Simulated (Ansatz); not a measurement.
## Phonons of InRh (Pm-3m) against volume

Wanted: mode Grüneisen parameters of InRh (Pm-3m).

Main program and level: Ansatz 0.2.0; DFT PBEsol, scalar-relativistic, plane waves, PAW; PAW set soft_1.

### Step 1. The system as given

The structure is cubic, space group Pm-3m (No. 221). The conventional cell has a = 3.189 Å, b = 3.189 Å, c = 3.189 Å, α = 90.00°, β = 90.00°, γ = 90.00°. Nearest to In lie 8 Rh at 2.76 Å. Nearest to Rh lie 8 In at 2.76 Å. Farther neighbours, and contacts between anions beyond the nearest, are not listed.

### Step 2. Response at finite wavevector

Stability and thermal properties need the whole zone. Linear response on a 4×4×4 q mesh gives force constants as far as a supercell of that size would.

input.yaml

```yaml
crystal:
  lattice:
    - [3.1889689132, 0.0, 0.0]
    - [0.0, 3.1889689132, 0.0]
    - [0.0, 0.0, 3.1889689132]
  atoms:
    - { symbol: In, position: [0.5, 0.5, 0.5] }
    - { symbol: Rh, position: [0.0, 0.0, 0.0] }
kpoints:
  mp_grid: { grid: [16, 16, 16] }
hamiltonian:
  xc: pbesol
  pseudopotentials: { kind: paw, azcp: { folder: soft_1 }, xc_functional: pbe }
scf:
  occupations: { method: methfessel_paxton, width: 0.2 }
output:
  eigenvalues: true
phonons:
  method: dfpt
  qmesh: [4, 4, 4]
  temperatures: { t_max: 1000, t_step: 50 }
  qpath:
    path:
      - [[0.0, 0.0, 0.0], [0.0, 0.5, 0.0], [0.5, 0.5, 0.0], [0.0, 0.0, 0.0], [0.5, 0.5, 0.5], [0.0, 0.5, 0.0]]
      - [[0.5, 0.5, 0.5], [0.5, 0.5, 0.0]]
    npoints: 10
```

Launch:

```bash
$ ansatz run input.yaml --threads 4 --pin off --max-ram 10240MiB --backend cpu --events-out ev --progress --plain --runs-dir out
```

The program printed:

```text
Engine: ansatz 0.2.0, aarch64-unknown-linux-gnu
Pseudopotentials: kind: paw
Pseudopotential: In, paw, valence charge 13, recommended cutoff 420 eV (normal), soft_1/In.paw.azcp
Pseudopotential: Rh, paw, valence charge 17, recommended cutoff 420 eV (normal), soft_1/Rh.paw.azcp
Functional definition: PBEsol
  exchange = pbesol_x
  correlation = pbesol_c
Crystal: 2 atoms, lattice volume = 32.430 Å³
Basis set: ecut = 420 eV, 619 PW (Γ), exchange–correlation on 48×48×48 points (8 copies of the dense FFT grid, shifted against one another)
Bands: 19, of which v1, the nominal top of the filled ones, is band 15 counted from 1 (14 counted from 0)
Symmetry: 48 space group operations
k-points: 165 of 4096
Non-local potential: In, projectors of the file, l = 0: 2, l = 1: 2, l = 2: 2, l = 3: 1
Non-local potential: Rh, projectors of the file, l = 0: 3, l = 1: 2, l = 2: 2, l = 3: 1
PAW form: soft (Blöchl's): semilocal exchange-correlation on the pseudo side does not see the compensation charge
PAW frozen core: In, regenerated for the run's functional, and the local potential with it (the file was generated under x = pbe(κ = 0.804, μ = 0.219515), c = pbe(β = 0.066725))
PAW frozen core: Rh, regenerated for the run's functional, and the local potential with it (the file was generated under x = pbe(κ = 0.804, μ = 0.219515), c = pbe(β = 0.066725))
PAW one-centre angular grid: In, 590 points (default); XC on 64 Gauss nodes
PAW one-centre angular grid: Rh, 590 points (default); XC on 64 Gauss nodes
Initial density: superposition of atomic densities (chi_scale 0.1, normalization cell, long waves kept (reshape's long-wave potential 0.00 eV rms))
Initial wavefunctions: pseudopotential atomic-orbital guess
Functional: x = pbesol(κ = 0.804, μ = 0.123457), c = pbesol(β = 0.046)
SCF iter   1: F=—  HF=-11866.078331 eV  |F-HF|=—  |Δ(HF+E_count)|=         —  Δρ=1.12e-1  dr2=4.91e0  ethr=3.10e-3  ⟨swp⟩=4.9  Hψ=12825  notcnv=0
preconditioner: auto → none  [metal: Δε(μ)=0.040 eV  Ē_g=13.748 eV  σ=0.200 eV  W_gap=0.17  n_scr=6 (ndim 8)  ℏωp=30.6 eV  f_vac=0.000  D(μ)=1.07/eV (n_scr^D=6)  sad-step TF]
SCF iter   2: F=—  HF=-11865.484659 eV  |F-HF|=—  |Δ(HF+E_count)|=   5.94e-1  S|Δr|=    0.00e0  Δρ=6.62e-2  dr2=1.89e0  ethr=3.10e-3  ⟨swp⟩=2.2  Hψ=5548  notcnv=0
SCF iter   3: F=—  HF=-11865.126424 eV  |F-HF|=—  |Δ(HF+E_count)|=   3.58e-1  S|Δr|=    0.00e0  Δρ=6.26e-3  dr2=8.52e-3  ethr=3.10e-3  ⟨swp⟩=2.0  Hψ=4614  notcnv=0
SCF iter   4: F=—  HF=-11865.126416 eV  |F-HF|=—  |Δ(HF+E_count)|=   8.17e-6  S|Δr|=    0.00e0  Δρ=2.39e-3  dr2=1.58e-3  ethr=2.84e-5  ⟨swp⟩=2.0  Hψ=5482  notcnv=0
SCF iter   5: F=—  HF=-11865.125531 eV  |F-HF|=—  |Δ(HF+E_count)|=   8.85e-4  S|Δr|=    0.00e0  Δρ=3.99e-4  dr2=5.36e-5  ethr=5.26e-6  ⟨swp⟩=2.0  Hψ=4587  notcnv=0
SCF iter   6: F=—  HF=-11865.125527 eV  |F-HF|=—  |Δ(HF+E_count)|=   4.24e-6  S|Δr|=    0.00e0  Δρ=4.10e-5  dr2=2.30e-7  ethr=1.79e-7  ⟨swp⟩=2.5  Hψ=4807  notcnv=0
SCF iter   7: F=—  HF=-11865.125523 eV  |F-HF|=—  |Δ(HF+E_count)|=   3.11e-6  S|Δr|=    0.00e0  Δρ=6.59e-6  dr2=1.00e-8  ethr=7.68e-10  ⟨swp⟩=2.0  Hψ=5473  notcnv=0
SCF iter   8: F=—  HF=-11865.125523 eV  |F-HF|=—  |Δ(HF+E_count)|=   1.65e-9  S|Δr|=    0.00e0  Δρ=6.16e-7  dr2=9.15e-11  ethr=3.35e-11  ⟨swp⟩=2.0  Hψ=3919  notcnv=0
SCF iter   9: F=-11865.125523 eV  HF=-11865.125523 eV  |F-HF|=5.46e-12  |Δ(HF+E_count)|=  2.36e-11  S|Δr|=    0.00e0  Δρ=3.14e-8  dr2=1.53e-13  ethr=1.00e-12  ⟨swp⟩=5.2  Hψ=12764  notcnv=0
the search or the solves at the SCF's close seem to have found levels that the self-consistency loop had missed (the run counts 1). By its estimate they hold under 1e-12 electrons; where the run keeps them, the occupations were computed again with them
SCF 1 converged in 9 iterations: F = -11865.125523 eV  dr2 = 1.53e-13
  greatest PAW one-centre occupation: 0.999 electrons in one spin orbital (limit 2), on the Rh atom at site 1 (counted from 0), in its partial waves of l = 0
Initial density: read from a saved state, or passed on in memory by an earlier SCF of this step, an earlier step, the calling program or the single point that the run made first
iter 1 solved again at ethr=2.77e-8 eV; its pass at ethr=3.10e-3 eV (dr2=8.31e-6 eV) is discarded
SCF iter   1: F=—  HF=-11865.125525 eV  |F-HF|=—  |Δ(HF+E_count)|=         —  Δρ=3.02e-7  dr2=1.97e-11  ethr=2.77e-8  ⟨swp⟩=3.0  Hψ=21373  notcnv=0
eigensolver tolerance schedule: the retry pair's looser diagonalisation over-reported the residual by 420577.07 of it (diagonalisation noise at an unbounded share of the residual, at the tolerance the schedule requests for it); recorded, not acted on — ethr = c·dr2/N_el stays at c = 1.0e-1
preconditioner: auto → none  [metal: Δε(μ)=0.006 eV  Ē_g=13.705 eV  σ=0.200 eV  W_gap=0.02  n_scr=6 (ndim 8)  ℏωp=30.6 eV  f_vac=0.000  D(μ)=1.33/eV (n_scr^D=6)]
SCF iter   2: F=—  HF=-11865.125523 eV  |F-HF|=—  |Δ(HF+E_count)|=   1.60e-6  S|Δr|=    0.00e0  Δρ=2.56e-7  dr2=1.59e-11  ethr=1.00e-12  ⟨swp⟩=3.2  Hψ=7093  notcnv=0
SCF iter   3: F=-11865.125523 eV  HF=-11865.125523 eV  |F-HF|=3.64e-12  |Δ(HF+E_count)|=  3.64e-12  S|Δr|=    0.00e0  Δρ=1.32e-7  dr2=3.87e-12  ethr=1.00e-12  ⟨swp⟩=2.2  Hψ=8492  notcnv=0
SCF 2 converged in 3 iterations: F = -11865.125523 eV  dr2 = 3.87e-12
phonons: the bands overlap, so this run is a metal and interpolates without the dipole-dipole term. If the crystal is really an insulator or semiconductor, its LO-TO splitting is missing
NSCF: frozen V_eff on 165 k-points
WARN: eigensolver did not converge in 6 slots of this pass, the one above among them; of largest residual over every band (k=110): 1 band(s) unlocked (lowest unlocked band 18, counted from 0; max residual 2.91e-3 eV among the unlocked bands, 2.91e-3 eV over every band); of lowest unlocked band (k=46): band 18
NSCF: frozen V_eff on 405 k-points
DFPT response loops at q = (0, 0, 0) (fractional): preconditioner auto → Kerker (q_TF=auto, 2.693 Å⁻¹) (partly filled bands, converged f_vac=0.000); β = 1.00, the filter's whole step (`scf.mixing.beta` (0.50) is not read by the response loops under this deck's `scf.mixing.preconditioner`; to damp them name `kerker` or `kerker_dos`, under which they read `scf.mixing.beta`, and type it under 1.00, their step now; both keys bind the ground state too); Broyden in place of MSR1
NSCF: frozen V_eff on 2592 k-points
DFPT response loops at q = (0, 0, 0.25) (fractional): mixed as the last ones told, above
NSCF: frozen V_eff on 1458 k-points
DFPT response loops at q = (0, 0, -0.5) (fractional): mixed as the last ones told, above
NSCF: frozen V_eff on 4608 k-points
DFPT response loops at q = (0, 0.25, 0.25) (fractional): mixed as the last ones told, above
NSCF: frozen V_eff on 2592 k-points
DFPT response loops at q = (0, 0.25, -0.5) (fractional): mixed as the last ones told, above
NSCF: frozen V_eff on 1458 k-points
DFPT response loops at q = (0, -0.5, -0.5) (fractional): mixed as the last ones told, above
NSCF: frozen V_eff on 4352 k-points
DFPT response loops at q = (0.25, 0.25, 0.25) (fractional): mixed as the last ones told, above
NSCF: frozen V_eff on 4608 k-points
DFPT response loops at q = (0.25, 0.25, -0.5) (fractional): mixed as the last ones told, above
NSCF: frozen V_eff on 2592 k-points
DFPT response loops at q = (0.25, -0.5, -0.5) (fractional): mixed as the last ones told, above
NSCF: frozen V_eff on 810 k-points
DFPT response loops at q = (-0.5, -0.5, -0.5) (fractional): mixed as the last ones told, above
SCF converged after 9 iterations
Stability not checked: this state was not tested for a lower state beside it, because cold or Methfessel-Paxton smearing, or corrected tetrahedra, fill the levels in a way that the test cannot read (fill_not_monotonic; see scf.lower_state_search)
Free energy (F): -11865.125523 eV
Harris-Foulkes:  -11865.125523 eV  (|F-HF|=5.46e-12)
Internal energy: -11865.122677 eV  (E = F + TS)
E sigma→0 (E₀):  -11865.124812 eV
Entropy (-TS):   -0.002847 eV (-1.423 meV/atom)
Fermi energy:    18.284241 eV
--- Per-component energies (eV) ---
  E_band       = -70.941046
  E_kinetic    = 760.856619
  E_local      = -2450.671456  (includes V_loc(G=0)·N_el)
  E_nonlocal   = 631.892518
  E_hartree    = 950.181663
  E_xc         = -343.121852
  E_vxc        = -343.523651  (∫ρ·V_xc dr)
  E_paw        = -7680.631300  (= ΣΔE_a)
  E_vpaw       = -569.858589  (= ΣTr[D̂ρ^β])
  E_aug_tail   = 0.000170  (compensation charges beyond the density's cutoff)
  E_ewald      = -3734.141143
  E_core_change = 0.512104  (= ΣΔE_core)
  E_smearing   = -0.002847  (= −TS)
  E_closure    = -0.000000  (closes the sum)
  Σ components = -11865.125523   (vs F -11865.125523, Δ=0.00e0)
--- Band table (eV; the first three rows and the last of 165) ---
  k-point 0: bands = [... 11 lower, 14.8393, 17.0354, 17.0354, 17.0354, 22.8411, 22.8411, 22.8411, 29.3223]
  k-point 1: bands = [... 11 lower, 14.8497, 16.9596, 16.9596, 17.0308, 22.4274, 22.9993, 22.9993, 29.5125]
  k-point 2: bands = [... 11 lower, 14.8661, 16.7589, 16.7589, 17.0178, 21.4704, 23.4473, 23.4473, 29.5927]
  k-point 164: bands = [... 11 lower, 13.4257, 17.8028, 17.8028, 18.5595, 22.5584, 22.5584, 22.5584, 23.9854]
--- Phonons (Γ-DFPT): 2 representative perturbations + reference (Σ response iterations 6) ---
  ASR residual: 7.806e-5 → 0.000e0 eV/Å²; symmetrization residual: 1.554e-5 eV/Å²
  ASR residual per site (eV/Å²): 2.02e-5 7.81e-5
  Γ frequencies (cm⁻¹): 0.00 0.00 0.00 178.17 178.17 178.17
--- Phonons (arbitrary-q DFPT): 10 irreducible q on the 4×4×4 mesh ---
  q = [0.0000, 0.0000, 0.0000] (star 1, of the zone-centre solve; hermiticity 4.91e-6, symmetrization 5.28e-12): -0.00 -0.00 -0.00 178.17 178.17 178.17
  q = [0.0000, 0.0000, 0.2500] (star 6, 4 solved perturbations in 4032 linear systems a pass and spin channel, the states on 1296 of 4096 k-point pairs; hermiticity 4.02e-6, symmetrization 2.88e-13): 69.08 69.08 108.17 161.98 161.98 188.32
  q = [0.0000, 0.0000, -0.5000] (star 3, 4 solved perturbations in 2268 linear systems a pass and spin channel, the states on 729 of 4096 k-point pairs; hermiticity 6.36e-14, symmetrization 4.50e-13): 115.76 115.76 127.38 127.38 168.57 187.44
  q = [0.0000, 0.2500, 0.2500] (star 12, 4 solved perturbations in 7056 linear systems a pass and spin channel, the states on 2304 of 4096 k-point pairs; hermiticity 2.99e-6, symmetrization 1.82e-13): 65.61 88.37 138.55 150.47 161.29 192.96
  q = [0.0000, 0.2500, -0.5000] (star 12, 6 solved perturbations on 1296 of 4096 k-point pairs; hermiticity 3.95e-6, symmetrization 1.30e-14): 94.50 106.53 119.95 123.45 192.70 195.16
  q = [0.0000, -0.5000, -0.5000] (star 3, 4 solved perturbations in 2268 linear systems a pass and spin channel, the states on 729 of 4096 k-point pairs; hermiticity 4.53e-6, symmetrization 2.57e-13): 86.56 86.56 119.34 125.27 210.28 210.28
  q = [0.2500, 0.2500, 0.2500] (star 8, 2 solved perturbations on 2176 of 4096 k-point pairs; hermiticity 1.42e-6, symmetrization 6.74e-13): 92.42 92.42 127.74 170.86 177.43 177.43
  q = [0.2500, 0.2500, -0.5000] (star 12, 4 solved perturbations in 7056 linear systems a pass and spin channel, the states on 2304 of 4096 k-point pairs; hermiticity 2.13e-6, symmetrization 4.18e-13): 101.93 102.16 118.76 149.42 187.45 192.99
  q = [0.2500, -0.5000, -0.5000] (star 6, 4 solved perturbations in 4032 linear systems a pass and spin channel, the states on 1296 of 4096 k-point pairs; hermiticity 2.15e-6, symmetrization 2.37e-13): 108.51 108.51 118.40 147.03 193.33 193.33
  q = [-0.5000, -0.5000, -0.5000] (star 1, 2 solved perturbations on 405 of 4096 k-point pairs; hermiticity 4.01e-14, symmetrization 2.62e-12): 126.50 126.50 126.50 169.02 169.02 169.02
  sum rule: each row above includes the acoustic sum rule's correction from the zone centre's row sums; it moved no ω² by more than (0.45 cm⁻¹)²
  mesh force constants: q→R imaginary residual 2.94e-18; ASR residual 7.806e-5 → 0.000e0 eV/Å²; symmetrization residual 5.329e-15 eV/Å²
  interpolated dispersion: 62 rows × 6 modes
  density of states and harmonic sums: on the 20×20×20 q-mesh, interpolated from the force constants of a 4×4×4 supercell (no non-analytic term)
  largest difference from the sums on the solved wave vectors: F 1.30e-2 eV, S 1.70e-5 and C_V 4.01e-6 eV/K
  zero-point energy: 0.051136 eV/cell   skipped modes (ω ≤ 0): 3   left out of the sums: 6.25e-5 of the cell's modes: C_V's classical limit lies that fraction below 3 k_B per atom; for a crystal, a wire or a layer, F and S can be off by more, and a phonons.interpolated_qmesh denser along its periods is the remedy for the sampling
```

Elapsed: 9.7 min, on 4 threads of Arm Neoverse V1, shared host; peak memory 3.5 GiB.

Reading the cycles: dr2 is the Hartree energy of the density residual (eV), the measure of convergence; HF is the Harris–Foulkes estimate of the energy, which meets the free energy F at convergence.

This step gave:

```yaml
volume_per_atom: 16.22 Å³
gap_on_the_k_mesh: 0 eV
sum_rule_residual_before_enforcement: 7.81e-5 eV/Å²
lowest_frequency_on_the_path: 0 cm⁻¹
point_group: m-3m
highest_frequency_on_path_mesh_or_solved_points: 210.3 cm⁻¹
mean_frequency: 137.5 cm⁻¹
debye_temperature_second_moment: 267 K
logarithmic_mean_frequency: 130.5 cm⁻¹
highest_optical_mode_at_the_zone_centre_no_lo_to_term: 178.2 cm⁻¹
lowest_optical_zone_centre_mode: 178.2 cm⁻¹
lowest_mode_on_the_q_mesh_acoustic_modes_at_gamma_apart: 65.61 cm⁻¹
zero_point_energy_per_atom: 25.57 meV
heat_capacity_at_300_k: 23.98 J/(mol atoms K)
vibrational_entropy_at_300_k: 37.13 J/(mol atoms K)
```

Frequencies (cm⁻¹) solved at each irreducible wavevector; negative means imaginary. Frequencies by wavevector, by row:

```tsv
q in reciprocal lattice units	star	mode 1	mode 2	mode 3	mode 4	mode 5	mode 6
0 0 0	1	0	0	0	178.2	178.2	178.2
0 0 0.25	6	69.1	69.1	108.2	162	162	188.3
0 0 -0.5	3	115.8	115.8	127.4	127.4	168.6	187.4
0 0.25 0.25	12	65.6	88.4	138.6	150.5	161.3	193
0 0.25 -0.5	12	94.5	106.5	120	123.5	192.7	195.2
0 -0.5 -0.5	3	86.6	86.6	119.3	125.3	210.3	210.3
0.25 0.25 0.25	8	92.4	92.4	127.7	170.9	177.4	177.4
0.25 0.25 -0.5	12	101.9	102.2	118.8	149.4	187.4	193
0.25 -0.5 -0.5	6	108.5	108.5	118.4	147	193.3	193.3
-0.5 -0.5 -0.5	1	126.5	126.5	126.5	169	169	169
```

Symmetry leaves 10 wavevectors to solve. The lowest mode among them, the acoustic zeros apart, lies at q = (0, 0.25, 0.25) and is real, 65.6 cm⁻¹.

### Step 3. Relaxing at another volume, volume ratio 0.97

The volume is scaled by 0.97 and held; symmetry leaves nothing to relax, so this is a single point. The modes can then be followed against volume.

input.yaml, the sections that differ from step 2:

```yaml
crystal:
  lattice:
    - [3.1567549035, 0.0, 0.0]
    - [0.0, 3.1567549035, 0.0]
    - [0.0, 0.0, 3.1567549035]
  atoms:
    - { symbol: In, position: [0.5, 0.5, 0.5] }
    - { symbol: Rh, position: [0.0, 0.0, 0.0] }
output:
  forces: true
  stress: true
  eigenvalues: true
# kpoints, hamiltonian, scf: as in step 2
# phonons: removed
```

The program printed:

```text
[...]
Crystal: 2 atoms, lattice volume = 31.457 Å³
Basis set: ecut = 420 eV, 619 PW (Γ), exchange–correlation on 48×48×48 points (8 copies of the dense FFT grid, shifted against one another)
Bands: 19, of which v1, the nominal top of the filled ones, is band 15 counted from 1 (14 counted from 0)
Symmetry: 48 space group operations
[...]
k-points: 165 of 4096
[...]
--- Band table (eV; the first three rows and the last of 165) ---
  k-point 0: bands = [... 11 lower, 15.4091, 17.7070, 17.7070, 17.7070, 23.6267, 23.6267, 23.6267, 30.4974]
  k-point 1: bands = [... 11 lower, 15.4204, 17.6265, 17.6265, 17.7018, 23.2148, 23.7919, 23.7919, 30.6574]
  k-point 2: bands = [... 11 lower, 15.4393, 17.4139, 17.4139, 17.6869, 22.2545, 24.2586, 24.2586, 30.6760]
  k-point 164: bands = [... 11 lower, 13.9369, 18.5067, 18.5067, 19.4128, 23.3528, 23.3528, 23.3528, 24.8708]
[key lines of the parts left out:]
SCF converged after 7 iterations
Free energy (F): -11865.108608 eV
Fermi energy:    19.009267 eV
P = ⅓ Tr σ = 5.7415 GPa (57.415 kbar)
```

Elapsed: 1.8 s, on 4 threads; peak memory 0.38 GiB.

Read from the output:

- pressure: 5.741 GPa
- volume per atom: 15.73 Å³

The run ends at a pressure of 5.74 GPa.

(Part 1 of 2 ends here.)

[Long decimals in the printed logs are rounded to 6 places.]

[Logs are printed without paths, hosts, clocks, repeated set-up lines and the standing remarks that a program may print on its own settings, such as how far it seeks lower states.]

[Hosts, paths, dates, database ids (printed as entryN), source tags and the programs' standing remarks are cut or masked in the printed files.]

[Where the starting crystal was built by hand or by swapping elements, it need not be the compound's stable phase.]
